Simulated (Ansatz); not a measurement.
# How fast states decay through Y2SBr2O

Wanted: the relaxed cell of Y2SBr2O, its band edges and its decay constants. It is built by putting S for part of the O in the YBrO structure of space group R-3m, with the volume rescaled by atomic radii. The parent structure comes from the Materials Project.

Method: r2SCAN DFT, plane waves, PAW files, in the first sound run; inputs show where later runs differ, in Ansatz 0.2.0.

This is a report of a sequence of runs, with most program output left out.

The structure was built from a prototype and need not be the compound's stable phase.

## (1) Starting point

The structure is trigonal, space group R3m (No. 160). The conventional cell has a = 3.924 Å, b = 3.924 Å, c = 30.830 Å, α = 90.00°, β = 90.00°, γ = 120.00°. Y has 1 O at 2.32 Å and 3 S at 2.34 Å and 3 Br at 3.00 Å nearest. Y has 1 S at 2.32 Å and 3 O at 2.34 Å and 3 Br at 3.00 Å nearest. Br has 3 Y at 3.00 Å nearest. Nearest to O lie 4 Y at 2.32 to 2.34 Å. Nearest to S lie 4 Y at 2.32 to 2.34 Å. It derives from YBrO. S for part of the O in the YBrO structure of space group R-3m. Farther neighbours and most contacts between anions are not listed.

## (2) Cell and atoms at rest

The substituted atoms don't fit the parent's cell, so cell and atoms relax together. A small smearing keeps the run stable in case the gap closes on the way.

Contents of input.yaml:

```yaml
crystal:
  lattice:
    - [1.9618093911, 1.1326511801, 10.2768250938]
    - [-1.9618093911, 1.1326511801, 10.2768250938]
    - [0.0, -2.2653023601, 10.2768250938]
  atoms:
    - { symbol: "Y", position: [0.71377065, 0.71377065, 0.71377065] }
    - { symbol: "Y", position: [0.28622935, 0.28622935, 0.28622935] }
    - { symbol: Br, position: [0.88911605, 0.88911605, 0.88911605] }
    - { symbol: Br, position: [0.11088395, 0.11088395, 0.11088395] }
    - { symbol: O, position: [0.63843664, 0.63843664, 0.63843664] }
    - { symbol: S, position: [0.36156336, 0.36156336, 0.36156336] }
kpoints:
  mp_grid: { grid: [6, 6, 6] }
scf:
  occupations: { method: gaussian, width: 0.03 }
hamiltonian:
  xc: r2scan
output:
  forces: true
  stress: true
relax:
  f_tol: 0.02
  max_steps: 60
  cell: {}
```

Command:

```console
$ ansatz run input.yaml --threads 2 --pin off --max-ram 4096MiB --backend cpu --events-out ev --progress --plain --runs-dir out
```

It took 3.1 min on 2 threads of Arm Neoverse V2, shared host; peak memory 0.75 GiB; 6.2 min of CPU time.

Relaxation path:

```csv
step,energy less that of the first step (eV),largest force component (eV/Å),pressure (GPa),volume (Å³)
1,0.0000,4.7788,14.37,137.01
2,-1.3182,1.0208,2.73,150.71
3,-1.3894,0.6366,-0.03,157.27
4,-1.4492,0.3555,-0.05,154.34
5,-1.4928,0.3501,-0.16,153.52
6,-1.5477,0.5264,-0.24,150.96
7,-1.6396,0.6015,-0.12,148.72
8,-1.7597,0.5943,0.13,146.60
9,-1.9226,0.6960,1.15,144.64
10,-1.9228,0.6401,0.29,149.59
11,-1.9656,0.3260,0.17,149.77
12,-1.7699,1.6274,-0.25,141.23
13,-1.9773,0.0511,-0.17,149.08
14,-1.9787,0.0197,-0.05,148.37
15,-1.9788,0.0059,-0.02,148.23
16*,-1.9822,0.0055,-0.01,148.23
```

Relaxation steps marked * repeat the geometry before them on a plane-wave basis chosen anew for their cell, so energy and pressure can jump there. Relaxation step 12 was tried and not accepted.

Forces are held to the 6 operations that the run works with; a distortion that breaks them can't arise in this run.

```csv
"conventional cell, symmetrised",before,after,change
a (Å),3.924,3.862,-1.6 %
b (Å),3.924,3.862,-1.6 %
c (Å),30.830,34.433,+11.7 %
volume (Å³/atom),22.84,24.70,+8.2 %
```

The atoms that moved most (Å, as changes of fractional coordinates times the final cell):

```csv
atom,dx,dy,dz,length
Y1,0.000,0.000,0.759,0.759
O5,0.000,0.000,-0.613,0.613
Y2,0.000,0.000,-0.421,0.421
Br4,0.000,0.000,0.414,0.414
Br3,0.000,0.000,-0.209,0.209
S6,0.000,0.000,0.071,0.071
```

The relaxed structure:

```xyz
6
Lattice="1.9308 1.1148 11.4776 -1.9308 1.1148 11.4776 0.0000 -2.2295 11.4776" Properties=species:S:1:pos:R:3 pbc="T T T"
Y     0.0000    0.0000   25.3363
Y     0.0000    0.0000    9.4345
Br    0.0000    0.0000   30.4055
Br    0.0000    0.0000    4.2321
O     0.0000    0.0000   21.3696
S     0.0000    0.0000   12.5202
```

Numbers from this step:

```
free energy  : -14792.5337 eV
Fermi energy : 6.438 eV
pressure     : -0.006937 GPa
```

The largest force component on a free atom ends at 0.0055 eV/Å.

## (3) Band edges

The energy window and the wavevectors of the next steps follow from the band edges, so these are searched first, off the mesh as well.

Contents of input.yaml:

```yaml
crystal:
  lattice:
    - [1.9308267528, 1.1147633455, 11.4775761042]
    - [-1.9308267528, 1.1147633455, 11.4775761042]
    - [0.0, -2.2295266909, 11.4775761042]
  atoms:
    - { symbol: "Y", position: [0.7358212165, 0.7358212165, 0.7358212165] }
    - { symbol: "Y", position: [0.2739979905, 0.2739979905, 0.2739979905] }
    - { symbol: Br, position: [0.8830398426, 0.8830398426, 0.8830398426] }
    - { symbol: Br, position: [0.1229092884, 0.1229092884, 0.1229092884] }
    - { symbol: O, position: [0.6206194084, 0.6206194084, 0.6206194084] }
    - { symbol: S, position: [0.3636122537, 0.3636122537, 0.3636122537] }
kpoints:
  mp_grid: { grid: [8, 8, 8] }
  band_path: { path: [VBM, CBM], npoints: 30 }
scf:
  occupations: { method: fixed }
hamiltonian:
  xc: r2scan
output:
  eigenvalues: true
  write_potential: true
  write_density: true
  volumetric_format: npy
  elf: true
```

Elapsed: 76 s, on 2 threads; peak memory 0.8 GiB; 2.5 min of CPU time.

This step gave:

```
free energy         : -14792.5342 eV
Fermi energy        : 5.398 eV
gap on the k-mesh   : 2.080 eV
gap on path         : 2.080 eV, by band count; negative where bands overlap
direct gap on path  : 2.396 eV
edge places on path : 0, 0.9569 1/A along the path
```

The electronic bands at the labelled points (eV, zero at the Fermi level (highest filled level under fixed occupations); v1 is the highest filled band, c1 the lowest empty one):

```csv
point,v4,v3,v2,v1,c1,c2,c3,c4
VBM,-1.50,-0.04,0.00,0.00,3.11,3.11,3.39,4.83
halfway,-1.58,-0.99,-0.38,-0.21,2.51,3.71,3.87,5.26
CBM,-1.06,-1.05,-0.78,-0.32,2.08,4.99,5.02,5.33
```

Electrostatic potential energy in the ac plane of the cell as run, not the conventional one, at fractional y = 0.123, with atoms of Br within 0.2 Å of it. With pseudopotentials it is smooth inside the atoms' cores, unlike the true potential.

Ten even steps from '0' (-46 eV) to '9' (12 eV), each cell a mean:
```
999998730048999999999999999999999
999999986435899999988899999999999
999999998876789999998778999999999
999999999988889999999866799999999
999999999988888999999986578999999
999999999988889999999998656899999
999999999998888999999999975679999
888999999888888889999999998767899
888889999988888888999999999987889
988778899998788888889999999999889
998765688999877888888999999999999
999875346899986678888899999999999
999987422578998667888889999999999
999998741136899876788888899899999
999999874101579998778888888888899
999999998510037899888888888886678
699999999862002689998889988987423
037999999987411268999999999998720
001589999999863235899999999999872
200037999999987544688999999999997
840001699999999876678899999999999
985100058999999998777899999999999
999720004899999999888889999999999
999985100389999999998888999999999
```
Columns run along a (11.7 Å; values clipped at the 3rd and 97th percentile), rows up along c (11.7 Å). Atoms in or near the plane, at fractional coordinates: Br at (0.12, 0.12).

ELF in the ac plane of the cell as run, not the conventional one, at fractional y = 0.123, with atoms of Br within 0.2 Å of it. It is the smooth field of the valence electrons, not physical close to the nuclei.

Ten even steps from '0' (0.01) to '9' (0.88), each cell a mean:
```
000136887899620268998520000000000
000001479999972026899974100000000
001221126899997202689998631000000
001244211368998620158999974100000
000245652114688862015899998520000
000035776410146764100479999973100
000003688862101343200026999997410
000000368997410011100001589999851
101100036899852000000000037999985
511332002689997310000000001589998
852367510158999852000011210026899
885247974114899996210013454101378
677414899620379999741002577741014
245531389984115899985200268987410
001332137999621479999630037999973
610011102699973026899974103799999
984000000158998511479998511379999
799620000003799951025888852137997
436984000000158996101367875212698
830389610001112688610024666521268
883016972001232136741000244431015
478510598400145532332000001222101
036872049951025776311100000001000
001588635996102688862100000000000
```
Columns run along a (11.7 Å), rows up along c (11.7 Å). Atoms in or near the plane, at fractional coordinates: Br at (0.12, 0.12).

Valence density in the ac plane of the cell as run, not the conventional one, at fractional y = 0.123, with atoms of Br within 0.2 Å of it. It is the smooth field of the valence electrons, not physical close to the nuclei.

Ten even steps from '0' (0.0 e/Å³) to '9' (2.9 e/Å³), each cell a mean:
```
000000133331000000111000000000000
000000012332100000011110000000000
000000000122210000001221000000000
000000000001110000000122210000000
000000000000010000000012321000000
000000000000000000000001232100000
000000000000000000000000122221000
000000000111000000000000001222100
000000000011110000000000000112210
000100000011221000000000000001111
100112100000122110000000000000011
000013431000012221000000000000000
000001365200001222110000000000000
000000147851000122211000000100000
000000013897300001221100000111100
000000000279841000111110000012221
200000000015995100001110000012333
331000000001378520000000000000233
323210000000024642000000000000023
321231000000001243100000000000001
132113200000000012210000000000000
012311321000000000110000000000000
000132133100000000000000000000000
000012333310000000100000000000000
```
Columns run along a (11.7 Å), rows up along c (11.7 Å). Atoms in or near the plane, at fractional coordinates: Br at (0.12, 0.12).

The searched edges give 2.08 eV, as on the mesh.

## (4) Complex bands, plane (101)

This step: r2SCAN DFT, plane waves, PAW files; complex bands by layer matching along the plane's normal (Ansatz 0.2.0).

The same crystal is laid in a cell whose first two vectors span the (101) plane (indices of the standard conventional cell, whose axes can be ordered otherwise than in the bulk input). At fixed energy and wavevector in the plane the solver finds all kz, real and complex. A few wavevectors are listed, (0, 0) and (-0.5, 0) in units of the plane's reciprocal vectors; the slowest state needn't be among them.

Contents of input.yaml:

```yaml
crystal:
  lattice:
    - [11.692114543, 0.0, 0.0]
    - [0.637710473, 3.808634027, 0.0]
    - [0.637710473, 1.850928496, 3.328626872]
  atoms:
    - { symbol: "Y", position: [0.2074636495, 0.2641787835, 0.2641787835] }
    - { symbol: "Y", position: [0.8219939715, 0.7260020095, 0.7260020095] }
    - { symbol: Br, position: [0.6491195278, 0.1169601574, 0.1169601574] }
    - { symbol: Br, position: [0.3687278652, 0.8770907116, 0.8770907116] }
    - { symbol: O, position: [0.8618582252, 0.3793805916, 0.3793805916] }
    - { symbol: S, position: [0.0908367611, 0.6363877463, 0.6363877463] }
kpoints:
  mp_grid: { grid: [8, 8, 8] }
scf:
  occupations: { method: fixed }
hamiltonian:
  xc: r2scan
output:
  eigenvalues: true
  transmission:
    leads: [[0, 0]]
    kpoints: [[0.0, 0.0], [-0.5, 0.0]]
    e_range: [-1.0, 3.08]
    de: 0.08
```

Elapsed: 3.8 min, on 2 threads; peak memory 1.8 GiB; 6.8 min of CPU time.

Numbers from this step:

* level to which the leads are filled: 1.040 eV from the Fermi level
* decay constant at the filling level, zone centre: 0.2758 Å⁻¹
* decay constant at the filling level, slowest listed point: 0.2758 Å⁻¹

K parallel (0, 0); values up to 1.5 1/Å, a degenerate pair printed once or twice; energies at which all values exceed this have no row. Table of Im kz of the slowest decaying states by energy, zero at the highest filled level on the SCF mesh:

```csv
energy (eV),decay 1 (Å⁻¹),decay 2 (Å⁻¹),decay 3 (Å⁻¹),decay 4 (Å⁻¹)
-1.00,0.0816,0.0855,0.224,0.375
-0.84,0.108,0.198,0.248,0.396
-0.68,0.267,0.273,0.402,0.434
-0.52,0.283,0.300,0.398,0.453
-0.36,0.240,0.297,0.389,0.468
-0.20,0.309,0.390,0.478,0.479
-0.04,0.0193,0.323,0.412,0.487
0.12,0.119,0.224,0.310,0.435
0.28,0.169,0.327,0.327,0.456
0.44,0.203,0.334,0.393,0.473
0.60,0.229,0.340,0.442,0.487
0.76,0.251,0.344,0.483,0.492
0.92,0.268,0.347,0.498,0.502
1.16,0.289,0.349,0.485,0.503
1.32,0.300,0.350,0.476,0.501
1.48,0.308,0.351,0.466,0.498
1.64,0.315,0.350,0.454,0.493
1.80,0.319,0.350,0.407,0.439
1.96,0.260,0.321,0.349,0.422
2.12,0.320,0.349,0.402,0.461
2.28,0.317,0.348,0.378,0.445
2.44,0.311,0.346,0.348,0.425
2.60,0.304,0.312,0.343,0.402
2.76,0.266,0.294,0.339,0.378
2.92,0.202,0.283,0.332,0.354
3.08,0.0825,0.271,0.323,0.328
```

K parallel (0, 0). Table of Re kz of states that move upwards by energy, zero at the highest filled level on the SCF mesh:

```csv
energy (eV),channel 1 (Å⁻¹),channel 2 (Å⁻¹),channel 3 (Å⁻¹)
-1.00,-0.748,-,-
-0.84,-0.356,-,-
-0.68,-0.764,-0.297,-
-0.60,-0.677,-0.272,-
-0.44,-0.529,-0.222,-
-0.28,-0.640,-0.392,-0.167
-0.12,-0.345,-0.242,-0.0961
-0.04,-0.170,-0.136,-
0.12,-,-,-
0.28,-,-,-
0.44,-,-,-
0.52,-,-,-
0.68,-,-,-
0.84,-,-,-
1.00,-,-,-
1.08,-,-,-
1.24,-,-,-
1.40,-,-,-
1.56,-,-,-
1.64,-,-,-
1.80,-,-,-
1.96,-,-,-
2.12,-0.810,-,-
2.20,-0.702,-,-
2.36,-0.568,-,-
2.52,-0.462,-,-
2.68,-0.362,-,-
2.76,-0.312,-,-
2.92,-0.205,-,-
3.08,-0.0700,-,-
```

K parallel (-0.5, 0); values up to 1.5 1/Å, a degenerate pair printed once or twice; energies at which all values exceed this have no row. Im kz of the slowest decaying states against energy, zero at the highest filled level on the SCF mesh:

```csv
energy (eV),decay 1 (Å⁻¹),decay 2 (Å⁻¹),decay 3 (Å⁻¹),decay 4 (Å⁻¹)
-1.00,0.0929,0.147,0.215,0.264
-0.76,0.243,0.316,0.324,0.420
-0.60,0.256,0.339,0.352,0.435
-0.36,0.260,0.285,0.382,0.465
-0.20,0.140,0.164,0.394,0.468
-0.04,0.414,0.437,0.467,0.483
0.04,0.0793,0.135,0.374,0.435
0.20,0.160,0.285,0.349,0.440
0.44,0.221,0.345,0.400,0.452
0.60,0.250,0.345,0.459,0.460
0.84,0.283,0.346,0.467,0.495
1.08,0.309,0.345,0.471,0.492
1.24,0.326,0.341,0.472,0.473
1.48,0.341,0.428,0.469,0.472
1.64,0.344,0.383,0.456,0.469
1.88,0.275,0.347,0.433,0.461
2.04,0.128,0.335,0.360,0.414
2.28,0.322,0.370,0.378,0.434
2.44,0.312,0.349,0.375,0.417
2.68,0.291,0.294,0.381,0.386
2.84,0.237,0.278,0.363,0.384
3.08,0.0829,0.250,0.324,0.387
```

K parallel (-0.5, 0). Re kz of states that move upwards against energy, zero at the highest filled level on the SCF mesh:

```csv
energy (eV),channel 1 (Å⁻¹),channel 2 (Å⁻¹),channel 3 (Å⁻¹)
-1.00,-0.564,-,-
-0.84,-0.354,-,-
-0.60,-0.644,-0.251,-
-0.44,-0.499,-0.190,-
-0.20,-0.495,-0.294,-
-0.04,-0.108,-0.0585,-
0.20,-,-,-
0.36,-,-,-
0.52,-,-,-
0.76,-,-,-
0.92,-,-,-
1.16,-,-,-
1.32,-,-,-
1.56,-,-,-
1.72,-,-,-
1.88,-,-,-
2.12,-0.786,-,-
2.28,-0.613,-,-
2.52,-0.438,-,-
2.68,-0.334,-,-
2.92,-0.177,-,-
3.08,-0.0440,-,-
```

At the listed wavevectors the last open channel is at -0.04 eV and the next at +2.12 eV on the grid. At +1.00 eV, the grid energy nearest the filling level (the middle of the gap on the SCF mesh), the slowest state at the listed wavevectors decays with κ = 0.276 Å⁻¹, its amplitude falling by e over 3.6 Å. Through 1 nm of this crystal that state's transmission falls by exp(−2 × 0.276 Å⁻¹ × 10 Å) = 0.0040.

## (5) Complex bands, plane (001)

The same for the (001) plane, at (0, 0), (-0.5, -0.5) and (0.5, 0), to see how the decay depends on direction.

Contents of input.yaml:

```yaml
crystal:
  lattice:
    - [3.861653506, 0.0, 0.0]
    - [1.930826753, 3.344290036, 0.0]
    - [1.930826753, -1.114763345, 11.477576104]
  atoms:
    - { symbol: "Y", position: [0.471642433, 0.2641787835, 0.7925363505] }
    - { symbol: "Y", position: [0.547995981, 0.7260020095, 0.1780060285] }
    - { symbol: Br, position: [0.7660796852, 0.1169601574, 0.3508804722] }
    - { symbol: Br, position: [0.2458185768, 0.8770907116, 0.6312721348] }
    - { symbol: O, position: [0.2412388168, 0.3793805916, 0.1381417748] }
    - { symbol: S, position: [0.7272245074, 0.6363877463, 0.9091632389] }
kpoints:
  mp_grid: { grid: [8, 8, 8] }
scf:
  occupations: { method: fixed }
hamiltonian:
  xc: r2scan
output:
  eigenvalues: true
  transmission:
    leads: [[0, 0]]
    kpoints: [[0.0, 0.0], [-0.5, -0.5], [0.5, 0.0]]
    e_range: [-1.0, 3.08]
    de: 0.08
```

The job ended after 49 s (2 threads; peak memory 0.79 GiB).

Numbers from this step:

| Quantity | Value |
| --- | --- |
| decay constant at the filling level, zone centre | 0.2980 Å⁻¹ |
| decay constant at the filling level, slowest listed point | 0.298 Å⁻¹ |

K parallel (0, 0); values up to 1.5 1/Å, a degenerate pair printed once or twice; energies at which all values exceed this have no row. The Im kz of the slowest decaying states by energy, zero at the highest filled level on the SCF mesh:

```csv
energy (eV),decay 1 (Å⁻¹),decay 2 (Å⁻¹),decay 3 (Å⁻¹),decay 4 (Å⁻¹)
-1.0000,0.194,0.572,0.932,1.12
-0.7600,0.191,0.604,0.917,1.08
-0.5200,0.167,0.614,0.902,1.05
-0.2800,0.0897,0.595,0.886,1.02
-0.0400,0.0222,0.453,0.869,0.984
0.2800,0.205,0.658,0.845,0.936
0.5200,0.249,0.739,0.826,0.892
0.7600,0.278,0.805,0.822,1.27
1.0000,0.298,0.783,0.822,1.25
1.2400,0.312,0.759,0.818,1.24
1.4800,0.322,0.733,0.810,1.22
1.7200,0.327,0.706,0.799,1.20
1.9600,0.330,0.676,0.785,1.18
2.2800,0.327,0.630,0.761,1.16
2.5200,0.322,0.591,0.736,1.14
2.7600,0.312,0.546,0.702,1.12
3.0000,0.294,0.491,0.639,1.10
```

K parallel (-0.5, -0.5); values up to 1.5 1/Å, a degenerate pair printed once or twice; energies at which all values exceed this have no row. Im kz of the slowest decaying states against energy, zero at the highest filled level on the SCF mesh:

```csv
energy (eV),decay 1 (Å⁻¹),decay 2 (Å⁻¹),decay 3 (Å⁻¹),decay 4 (Å⁻¹)
-1.00,0.178,0.357,0.385,0.849
-0.76,0.321,0.339,0.363,0.832
-0.60,0.331,0.366,0.508,0.820
-0.36,0.158,0.411,0.571,0.802
-0.20,0.285,0.431,0.596,0.789
-0.04,0.367,0.443,0.615,0.776
0.04,0.396,0.445,0.623,0.770
0.20,0.445,0.637,0.756,-
0.44,0.471,0.652,0.735,-
0.60,0.483,0.660,0.721,-
0.84,0.497,0.668,0.698,1.49
1.08,0.506,0.674,0.675,1.47
1.24,0.509,0.659,0.676,1.46
1.48,0.507,0.636,0.676,1.44
1.64,0.501,0.620,0.676,1.42
1.88,0.476,0.596,0.673,1.40
2.04,0.308,0.525,0.574,0.670
2.28,0.420,0.555,0.664,1.36
2.44,0.460,0.556,0.659,1.34
2.68,0.489,0.556,0.650,1.32
2.84,0.500,0.555,0.643,1.30
3.08,0.507,0.553,0.631,1.26
```

K parallel (0.5, 0); values up to 1.5 1/Å, a degenerate pair printed once or twice; energies at which all values exceed this have no row. The Im kz of the slowest decaying states by energy, zero at the highest filled level on the SCF mesh:

```csv
energy (eV),decay 1 (Å⁻¹),decay 2 (Å⁻¹),decay 3 (Å⁻¹),decay 4 (Å⁻¹)
-1.00,0.178,0.357,0.385,0.849
-0.84,0.290,0.373,0.587,0.838
-0.68,0.346,0.350,0.468,0.826
-0.52,0.305,0.383,0.534,0.814
-0.36,0.158,0.411,0.571,0.802
-0.20,0.285,0.431,0.596,0.789
-0.04,0.367,0.443,0.615,0.776
0.12,0.430,0.438,0.630,0.763
0.28,0.455,0.643,0.749,-
0.44,0.471,0.652,0.735,-
0.60,0.483,0.660,0.721,-
0.76,0.493,0.666,0.706,1.50
0.92,0.501,0.670,0.690,1.49
1.16,0.508,0.667,0.675,1.47
1.32,0.509,0.651,0.676,1.45
1.48,0.507,0.636,0.676,1.44
1.64,0.501,0.620,0.676,1.42
1.80,0.488,0.604,0.674,1.41
1.96,0.417,0.499,0.586,0.672
2.12,0.288,0.552,0.668,1.38
2.28,0.420,0.555,0.664,1.36
2.44,0.460,0.556,0.659,1.34
2.60,0.482,0.556,0.653,1.32
2.76,0.495,0.555,0.647,1.31
2.92,0.503,0.554,0.639,1.29
3.08,0.507,0.553,0.631,1.26
```

At +1.00 eV, the grid energy nearest the filling level (the middle of the gap on the SCF mesh), the slowest state at the listed wavevectors decays with κ = 0.298 Å⁻¹, its amplitude falling by e over 3.4 Å; the first such run, plane (101), gave 0.276 Å⁻¹.

## (6) Band edges at another level, cutoff 420 eV

This step: LDA DFT, plane waves, PAW files (Ansatz 0.2.0).

The edges again with LDA, at the same atoms. Against that run the cutoff is 420 eV against 500.

Contents of input.yaml:

```yaml
crystal:
  lattice:
    - [1.9308267528, 1.1147633455, 11.4775761042]
    - [-1.9308267528, 1.1147633455, 11.4775761042]
    - [0.0, -2.2295266909, 11.4775761042]
  atoms:
    - { symbol: "Y", position: [0.7358212165, 0.7358212165, 0.7358212165] }
    - { symbol: "Y", position: [0.2739979905, 0.2739979905, 0.2739979905] }
    - { symbol: Br, position: [0.8830398426, 0.8830398426, 0.8830398426] }
    - { symbol: Br, position: [0.1229092884, 0.1229092884, 0.1229092884] }
    - { symbol: O, position: [0.6206194084, 0.6206194084, 0.6206194084] }
    - { symbol: S, position: [0.3636122537, 0.3636122537, 0.3636122537] }
kpoints:
  mp_grid: { grid: [8, 8, 8] }
  band_path: { path: [VBM, CBM], npoints: 30 }
scf:
  occupations: { method: fixed }
hamiltonian:
  xc: lda
output:
  eigenvalues: true
```

It took 30 s on 2 threads; peak memory 0.49 GiB; 60 s of CPU time.

Numbers from this step:

```
free energy        : -14315.1716 eV
Fermi energy       : 5.382 eV
gap on the k-mesh  : 1.608 eV
gap on path        : 1.608 eV, by band count; negative where bands overlap
direct gap on path : 2.009 eV
```

The electronic bands at the labelled points (eV, zero at the Fermi level (highest filled level under fixed occupations); v1 is the highest filled band, c1 the lowest empty one):

```csv
point,v4,v3,v2,v1,c1,c2,c3,c4
VBM,-1.35,-0.11,0.00,0.00,2.64,2.64,2.83,3.85
halfway,-1.55,-1.03,-0.39,-0.30,2.04,3.21,3.39,4.64
CBM,-1.12,-1.11,-0.78,-0.40,1.61,4.46,4.52,4.69
```

The searched edges give 1.61 eV, as on the mesh.

Between step 3 and this run (LDA and cutoff 420 eV) the value for the gap on path moves from 2.08 eV to 1.61 eV.

[end of part 1 of 2]

[Logs are printed without paths, hosts, clocks, repeated set-up lines and the standing remarks that a program may print on its own settings, such as how far it seeks lower states.]

[Hosts, paths, dates, database ids (printed as entryN), source tags and the programs' standing remarks are cut or masked in the printed files.]
